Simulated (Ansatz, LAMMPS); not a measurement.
# Structural relaxation of a frame of liquid acetonitrile from 293 K (102 atoms), part 2 of 3

Wanted: the relaxed structure of a frame of liquid acetonitrile from 293 K (102 atoms) and its electronic structure.

Ansatz 0.2.0; Kohn-Sham DFT, r2SCAN+D3(BJ), PAW (set soft_2), plane waves.

The cell: 34 C, 17 N and 51 H. The network of contacts between molecules at the start is that of the classical potential that made the cell. The density was typed from a rule of thumb and may lie off the real one at this temperature. Sampling is at Γ alone, for a cell whose shortest periodic width is 11 Å.

So far. Step 3 (Single point at the start): Neighbours are counted within 1.34 Å (H-C), 1.85 Å (C-C), 1.62 Å (C-N).

## 4. Relaxation

With the cell held, the atoms are moved downhill towards a nearby minimum.

The input, input.yaml:

```yaml
crystal:
  lattice:
    - [11.38169, 0.0, 0.0]
    - [0.0, 11.38169, 0.0]
    - [0.0, 0.0, 11.38169]
  atoms:
    [... the 102 atom lines of step 3 ...]
kpoints:
  mp_grid: { grid: [1, 1, 1] }
hamiltonian:
  xc: r2scan
  dispersion: d3bj
scf:
  occupations: { method: fixed }
output:
  forces: true
relax:
  f_tol: 0.05
  max_steps: 200
```

Command:

```console
$ ansatz run input.yaml --threads 4 --pin off --max-ram 8192MiB --backend cpu --events-out ev --progress --plain --runs-dir out
```

Numbers of over 12 decimals in the logs are rounded to 6 here.

Output:

```text
[...]
Crystal: 102 atoms, lattice volume = 1474.417 Å³
Basis set: ecut = 500 eV, 37529 PW (Γ), exchange–correlation on 360×360×360 points (64 copies of the dense FFT grid, shifted against one another)
Bands: 238, of which v1, the nominal top of the filled ones, is band 136 counted from 1 (135 counted from 0)
Symmetry: 1 space group operations
[...]
k-points: 1
[...]
SCF iter   1: F=—  HF=-15910.219016 eV  |F-HF|=—  |Δ(HF+E_count)|=         —  Δρ=6.75e-3  dr2=7.24e-1  dr2_τ=1.06e1  ethr=1.77e-3  ⟨swp⟩=6.0  Hψ=734  notcnv=0  defer=98
[...]
SCF iter   3: F=—  HF=-15908.952955 eV  |F-HF|=—  |Δ(HF+E_count)|=   2.71e-2  Δρ=1.78e-3  dr2=4.01e-2  dr2_τ=4.63e-3  ethr=6.39e-5  ⟨swp⟩=3.0  Hψ=278  notcnv=0  defer=36
automatic band count: iteration 3 solves 174 bands in place of 238: the levels show a gap, and the empty bands left out lie too high to hold charge; the band table lists the bands solved (type scf.n_extra_bands for more)
SCF iter   4: F=—  HF=-15908.955596 eV  |F-HF|=—  |Δ(HF+E_count)|=   2.64e-3  Δρ=7.90e-4  dr2=8.75e-3  dr2_τ=3.44e-4  ethr=1.48e-5  ⟨swp⟩=4.0  Hψ=302  notcnv=0  defer=36
[...]
SCF iter   8: F=-15908.960015 eV  HF=-15908.960013 eV  |F-HF|=2.52e-6  |Δ(HF+E_count)|=   5.98e-5  Δρ=2.26e-5  dr2=9.64e-6  dr2_τ=1.19e-6  ethr=7.20e-9  ⟨swp⟩=4.0  Hψ=500  notcnv=0
SCF 1 converged in 8 iterations: F = -15908.960015 eV  dr2 = 9.64e-6
[...]
relax step   1: F+E_penalty+E_count = -15908.96001521 eV  Δ(F+E_penalty+E_count) = +0.000e0 eV  max|allowed force component| = 3.885e0 eV/Å  Δτ_max = 0.0000 Å  (8 SCF iters, dr2 threshold 6.25e-5 eV, accepted)
[... from here on, the SCF cycles and remarks between the steps are left out ...]
relax step   2: F+E_penalty+E_count = -15911.52540581 eV  Δ(F+E_penalty+E_count) = -2.565e0 eV  max|allowed force component| = 9.084e-1 eV/Å  Δτ_max = 0.1980 Å  (7 SCF iters, dr2 threshold 1.00e-4 eV, accepted)
relax step   3: F+E_penalty+E_count = -15912.07660606 eV  Δ(F+E_penalty+E_count) = -5.512e-1 eV  max|allowed force component| = 4.124e-1 eV/Å  Δτ_max = 0.1953 Å  (7 SCF iters, dr2 threshold 5.16e-5 eV, accepted)
relax step   4: F+E_penalty+E_count = -15912.27372248 eV  Δ(F+E_penalty+E_count) = -1.971e-1 eV  max|allowed force component| = 5.084e-1 eV/Å  Δτ_max = 0.1948 Å  (8 SCF iters, dr2 threshold 1.06e-5 eV, accepted)
relax step   5: F+E_penalty+E_count = -15912.41483081 eV  Δ(F+E_penalty+E_count) = -1.411e-1 eV  max|allowed force component| = 6.191e-1 eV/Å  Δτ_max = 0.1950 Å  (7 SCF iters, dr2 threshold 5.33e-5 eV, accepted)
relax step   6: F+E_penalty+E_count = -15912.49676139 eV  Δ(F+E_penalty+E_count) = -8.193e-2 eV  max|allowed force component| = 5.922e-1 eV/Å  Δτ_max = 0.1990 Å  (7 SCF iters, dr2 threshold 1.00e-4 eV, accepted)
relax step   7: F+E_penalty+E_count = -15912.56928723 eV  Δ(F+E_penalty+E_count) = -7.253e-2 eV  max|allowed force component| = 6.803e-1 eV/Å  Δτ_max = 0.1944 Å  (7 SCF iters, dr2 threshold 1.00e-4 eV, accepted)
relax step   8: F+E_penalty+E_count = -15912.63023760 eV  Δ(F+E_penalty+E_count) = -6.095e-2 eV  max|allowed force component| = 8.869e-1 eV/Å  Δτ_max = 0.2000 Å  (7 SCF iters, dr2 threshold 1.00e-4 eV, accepted)
relax step   9: F+E_penalty+E_count = -15912.70179952 eV  Δ(F+E_penalty+E_count) = -7.156e-2 eV  max|allowed force component| = 1.306e-1 eV/Å  Δτ_max = 0.1808 Å  (7 SCF iters, dr2 threshold 1.00e-4 eV, accepted)
relax step  10: F+E_penalty+E_count = -15912.70066995 eV  Δ(F+E_penalty+E_count) = +1.130e-3 eV  max|allowed force component| = 5.982e-1 eV/Å  Δτ_max = 0.1952 Å  (11 SCF iters, rejected (line search))
relax step  11: F+E_penalty+E_count = -15912.71788345 eV  Δ(F+E_penalty+E_count) = -1.608e-2 eV  max|allowed force component| = 4.758e-2 eV/Å  Δτ_max = 0.0976 Å  (10 SCF iters, accepted)
relax step  12: F+E_penalty+E_count = -15912.73074614 eV  Δ(F+E_penalty+E_count) = -1.286e-2 eV  max|allowed force component| = 1.670e-1 eV/Å  Δτ_max = 0.0982 Å  (9 SCF iters, accepted)
relax step  13: F+E_penalty+E_count = -15912.73638891 eV  Δ(F+E_penalty+E_count) = -5.643e-3 eV  max|allowed force component| = 4.789e-1 eV/Å  Δτ_max = 0.1499 Å  (8 SCF iters, dr2 threshold 3.70e-6 eV, accepted)
relax step  14: F+E_penalty+E_count = -15912.74880732 eV  Δ(F+E_penalty+E_count) = -1.242e-2 eV  max|allowed force component| = 3.648e-1 eV/Å  Δτ_max = 0.1374 Å  (5 SCF iters, dr2 threshold 1.00e-4 eV, accepted)
relax step  15: F+E_penalty+E_count = -15912.76697615 eV  Δ(F+E_penalty+E_count) = -1.817e-2 eV  max|allowed force component| = 1.299e-2 eV/Å  Δτ_max = 0.1088 Å  (6 SCF iters, dr2 threshold 7.72e-5 eV, accepted)
relax step  16: F+E_penalty+E_count = -15912.76698331 eV  Δ(F+E_penalty+E_count) = -7.157e-6 eV  max|allowed force component| = 1.295e-2 eV/Å  Δτ_max = 0.0000 Å  (5 SCF iters, accepted)
relax step  17: F+E_penalty+E_count = -15912.77522317 eV  Δ(F+E_penalty+E_count) = -8.240e-3 eV  max|allowed force component| = 2.746e-1 eV/Å  Δτ_max = 0.1958 Å  (10 SCF iters, accepted)
relax step  18: F+E_penalty+E_count = -15912.78219704 eV  Δ(F+E_penalty+E_count) = -6.974e-3 eV  max|allowed force component| = 2.562e-1 eV/Å  Δτ_max = 0.1004 Å  (6 SCF iters, dr2 threshold 7.49e-5 eV, accepted)
relax step  19: F+E_penalty+E_count = -15912.79392810 eV  Δ(F+E_penalty+E_count) = -1.173e-2 eV  max|allowed force component| = 2.468e-1 eV/Å  Δτ_max = 0.1954 Å  (7 SCF iters, dr2 threshold 5.71e-5 eV, accepted)
relax step  20: F+E_penalty+E_count = -15912.80225183 eV  Δ(F+E_penalty+E_count) = -8.324e-3 eV  max|allowed force component| = 3.000e-1 eV/Å  Δτ_max = 0.1949 Å  (6 SCF iters, dr2 threshold 5.30e-5 eV, accepted)
relax step  21: F+E_penalty+E_count = -15912.80630505 eV  Δ(F+E_penalty+E_count) = -4.053e-3 eV  max|allowed force component| = 3.797e-1 eV/Å  Δτ_max = 0.1897 Å  (5 SCF iters, dr2 threshold 8.35e-5 eV, accepted)
relax step  22: F+E_penalty+E_count = -15912.82588569 eV  Δ(F+E_penalty+E_count) = -1.958e-2 eV  max|allowed force component| = 1.166e-2 eV/Å  Δτ_max = 0.0989 Å  (6 SCF iters, dr2 threshold 1.00e-4 eV, accepted)
relax step  23: F+E_penalty+E_count = -15912.82589493 eV  Δ(F+E_penalty+E_count) = -9.238e-6 eV  max|allowed force component| = 1.272e-2 eV/Å  Δτ_max = 0.0000 Å  (5 SCF iters, accepted)
relax step  24: F+E_penalty+E_count = -15912.83584351 eV  Δ(F+E_penalty+E_count) = -9.949e-3 eV  max|allowed force component| = 1.747e-1 eV/Å  Δτ_max = 0.1424 Å  (10 SCF iters, accepted)
relax step  25: F+E_penalty+E_count = -15912.84312417 eV  Δ(F+E_penalty+E_count) = -7.281e-3 eV  max|allowed force component| = 4.832e-1 eV/Å  Δτ_max = 0.1954 Å  (7 SCF iters, dr2 threshold 3.05e-5 eV, accepted)
relax step  26: F+E_penalty+E_count = -15912.85123945 eV  Δ(F+E_penalty+E_count) = -8.115e-3 eV  max|allowed force component| = 3.594e-1 eV/Å  Δτ_max = 0.0700 Å  (6 SCF iters, dr2 threshold 1.00e-4 eV, accepted)
relax step  27: F+E_penalty+E_count = -15912.86867305 eV  Δ(F+E_penalty+E_count) = -1.743e-2 eV  max|allowed force component| = 1.568e-1 eV/Å  Δτ_max = 0.1934 Å  (7 SCF iters, dr2 threshold 7.15e-5 eV, accepted)
relax step  28: F+E_penalty+E_count = -15912.88203295 eV  Δ(F+E_penalty+E_count) = -1.336e-2 eV  max|allowed force component| = 2.288e-1 eV/Å  Δτ_max = 0.1988 Å  (8 SCF iters, dr2 threshold 4.68e-6 eV, accepted)
relax step  29: F+E_penalty+E_count = -15912.88709045 eV  Δ(F+E_penalty+E_count) = -5.057e-3 eV  max|allowed force component| = 3.883e-1 eV/Å  Δτ_max = 0.1913 Å  (8 SCF iters, dr2 threshold 9.96e-6 eV, accepted)
relax step  30: F+E_penalty+E_count = -15912.89471741 eV  Δ(F+E_penalty+E_count) = -7.627e-3 eV  max|allowed force component| = 2.701e-1 eV/Å  Δτ_max = 0.0815 Å  (5 SCF iters, dr2 threshold 1.00e-4 eV, accepted)
relax step  31: F+E_penalty+E_count = -15912.90443873 eV  Δ(F+E_penalty+E_count) = -9.721e-3 eV  max|allowed force component| = 3.462e-2 eV/Å  Δτ_max = 0.0891 Å  (6 SCF iters, dr2 threshold 3.53e-5 eV, accepted)
relax step  32: F+E_penalty+E_count = -15912.90444239 eV  Δ(F+E_penalty+E_count) = -3.660e-6 eV  max|allowed force component| = 3.428e-2 eV/Å  Δτ_max = 0.0000 Å  (5 SCF iters, accepted)
[...]
SCF iter   2: F=-15912.904442 eV  HF=-15912.904442 eV  |F-HF|=7.44e-9  |Δ(HF+E_count)|=   1.06e-8  Δρ=5.28e-7  dr2=6.75e-9  dr2_τ=1.21e-9  ethr=7.01e-12  ⟨swp⟩=3.0  Hψ=513  notcnv=0
SCF 33 converged in 2 iterations: F = -15912.904442 eV  dr2 = 6.75e-9
SCF converged after 2 iterations
Free energy (F): -15912.904442 eV
[...]
Internal energy: -15912.904442 eV  (E = F + TS)
E sigma→0 (E₀):  -15912.904442 eV
Fermi energy:    -4.265675 eV
[...]
--- Forces (eV/Å), atoms counted from 1 ---
  atom   1  C      0.00326119    -0.00125161     0.00151592
  atom   2  C     -0.00093744    -0.00064420    -0.00240543
  atom   3  N      0.00092647    -0.00007411     0.00130066
  atom   4  H      0.00014074     0.00053996     0.00137028
  atom   5  H     -0.00113693     0.00234424    -0.00124301
  atom   6  H     -0.00016109     0.00056225     0.00224359
  atom   7  C     -0.00583881    -0.00363465    -0.00456529
  atom   8  C     -0.00968767     0.03426382     0.02307891
  atom   9  N      0.00851508    -0.01255190    -0.00114587
  atom  10  H      0.02543294    -0.01547153    -0.00113936
  atom  11  H     -0.00907667     0.01620041    -0.01539581
  atom  12  H      0.00475522    -0.01768083     0.00322399
  atom  13  C     -0.00115207    -0.00077801    -0.00124619
  atom  14  C     -0.00072078     0.00324617     0.00143132
[...]
atom 101  H     -0.00136434    -0.00017639    -0.00017422
  atom 102  H      0.00151286    -0.00130896    -0.00100071
  max |Σ_I F_I| component: 5.99e-5 eV/Å
--- Relaxed structure (32 steps of the walk, 31 accepted, 0 SCFs on fresh bases) ---
  F+E_penalty+E_count = -15912.90444239 eV   max|allowed force component| = 3.428e-2 eV/Å
  atoms:
    - { symbol: C, position: [0.831850, 0.520449, 0.310235] }
    - { symbol: C, position: [0.778532, 0.530373, 0.195445] }
    - { symbol: N, position: [0.736657, 0.537698, 0.103401] }
    - { symbol: H, position: [0.886264, 0.441654, 0.314199] }
[...]
- { symbol: H, position: [0.278111, 0.852749, 0.390090] }
```

Wall time 11 min (4 threads of Intel Xeon Platinum 8488C (Sapphire Rapids), shared host); peak memory 4 GiB.

The steps of the relaxation (22 of 32):

```
step  energy less that of the first step (eV)  largest force component (eV/Å)
   1                                   0.0000                          3.8850
   2                                  -2.5654                          0.9084
   4                                  -3.3137                          0.5084
   5                                  -3.4548                          0.6191
   7                                  -3.6093                          0.6803
   8                                  -3.6702                          0.8869
  10                                  -3.7407                          0.5982
  11                                  -3.7579                          0.0476
  13                                  -3.7764                          0.4789
  14                                  -3.7888                          0.3648
  16                                  -3.8070                          0.0129
  17                                  -3.8152                          0.2746
  19                                  -3.8339                          0.2468
  20                                  -3.8422                          0.3000
  22                                  -3.8659                          0.0117
  23                                  -3.8659                          0.0127
  25                                  -3.8831                          0.4832
  26                                  -3.8912                          0.3594
  28                                  -3.9220                          0.2288
  29                                  -3.9271                          0.3883
  31                                  -3.9444                          0.0346
  32                                  -3.9444                          0.0343
```

Relaxation step 10 was tried and not accepted.

The atoms that moved most (Å):

```
atom      dx      dy      dz  length
 H16   2.011  -0.876   0.006   2.194
 N81  -0.286  -0.430   1.828   1.900
  H6  -0.358   1.525   0.363   1.608
 H12   0.570   1.335   0.368   1.497
 H17   0.861  -0.084  -1.087   1.389
H100  -0.210  -0.562  -1.201   1.342
 N51   0.058  -1.070  -0.585   1.220
  H4   1.011   0.472  -0.457   1.205
```

The relaxation changed the energy by -38.7 meV/atom, and atoms moved by 0.82 Å r.m.s., 2.2 Å at most.

## 5. Structure statistics after relaxation

Bonds before and after, by the cutoffs listed below:

```
pair  bonds before  bonds after  mean before (Å)  mean after (Å)  spread before (Å)  spread after (Å)
 H-C            51           51            1.090           1.090              0.032             0.001
 C-C            17           17            1.446           1.445              0.021             0.001
 C-N            17           17            1.163           1.154              0.011             0.001
```

Density 0.786 g/cm³, 14.46 Å³ an atom.

g(r), total and by pair (bins of 0.2 Å):

```
r (Å)  total   H-H    H-C   H-N   C-C    C-N   N-N
 1.00   4.97  0.00  14.95  0.00  0.00   0.00  0.00
 1.20   1.39  0.00   0.00  0.00  0.00  12.50  0.00
 1.40   0.94  0.00   0.00  0.00  8.50   0.00  0.00
 1.60   0.00  0.00   0.00  0.00  0.00   0.00  0.00
 1.80   1.82  7.30   0.00  0.00  0.00   0.00  0.00
 2.00   1.33  0.00   4.00  0.00  0.00   0.00  0.00
 2.20   0.00  0.00   0.00  0.00  0.00   0.00  0.00
 2.40   0.11  0.00   0.00  0.67  0.00   0.00  0.00
 2.60   0.64  0.13   0.00  1.93  0.00   2.58  0.00
 2.80   0.45  0.69   0.08  1.48  0.00   0.00  0.00
 3.00   0.54  0.70   0.41  1.35  0.00   0.00  0.00
 3.20   1.22  0.66   1.00  4.30  0.00   0.09  0.00
 3.40   0.99  0.77   1.17  0.59  0.61   2.16  0.00
 3.60   1.25  0.98   0.98  1.10  0.54   3.86  0.00
 3.80   1.05  0.68   1.17  0.65  1.47   1.48  1.94
 4.00   1.08  0.85   0.76  1.81  1.52   0.77  2.31
 4.20   1.07  1.06   1.10  1.19  1.50   0.40  1.16
 4.40   1.05  1.03   1.08  1.01  1.30   0.68  1.45
 4.60   1.05  1.07   1.23  0.86  1.38   0.53  0.77
 4.80   1.14  1.31   1.35  0.68  1.19   0.84  0.87
 5.00   1.06  0.91   1.19  0.40  1.86   0.97  1.79
 5.20   0.90  1.24   0.84  0.50  1.17   0.68  0.75
 5.40   1.08  1.29   1.27  0.76  0.86   0.62  1.67
 5.60   0.95  1.08   0.88  0.88  0.95   1.04  0.65
```

Bonds by pair of elements; cutoffs follow the first minimum of g(r), held within bounds set by covalent radii, and pairs that aren't listed don't count as bonded:

```
pair A-B  cutoff (Å)  bonds  mean length (Å)  spread (Å)  shortest (Å)  B about A  A about B
     H-C        1.34     51             1.09       0.001          1.09          1        1.5
     C-C        1.82     17             1.45       0.001          1.44          1          1
     C-N        1.62     17             1.15       0.001          1.15        0.5          1
```

How many atoms have how many bonded neighbours:

```
element  mean   1   2   4
      C     3   0  17  17
      H     1  51   0   0
      N     1  17   0   0
```

Bond angles, per cent of each kind in bins of 5°:

```
angle (°)  C-C-H  H-C-H  C-C-N
  105–110   72.5   88.2    0.0
  110–115   27.5   11.8    0.0
  115–120    0.0    0.0    0.0
  120–125    0.0    0.0    0.0
  125–130    0.0    0.0    0.0
  130–135    0.0    0.0    0.0
  135–140    0.0    0.0    0.0
  140–145    0.0    0.0    0.0
  145–150    0.0    0.0    0.0
  150–155    0.0    0.0    0.0
  155–160    0.0    0.0    0.0
  160–165    0.0    0.0    0.0
  165–170    0.0    0.0    0.0
  170–175    0.0    0.0    0.0
  175–180    0.0    0.0  100.0
```

Bond angles (no mean is given where the spread exceeds 20°):

```
angle  count  mean (°)  spread (°)
C-C-H     51       110         0.5
H-C-H     51       109         0.6
C-C-N     17       180         0.2
```

Bond length by coordination (bonds to H left out):

```
element  coordination  atoms  mean bond length (Å)
      C             2     17                   1.3
      C             4     17                  1.45
```

By these cutoffs 50 % of C atoms have 2 and as many 4, all H atoms have 1 and all N atoms have 1 bonded neighbour. The C-C-H angle averages 110° with a spread of 0.5°.

(Continued in part 3 of 3.)

[Logs are printed without paths, hosts, clocks, repeated set-up lines and the standing remarks that a program may print on its own settings, such as how far it seeks lower states.]

[Hosts, paths, dates, database ids (printed as entryN), source tags and the programs' standing remarks are cut or masked in the printed files.]
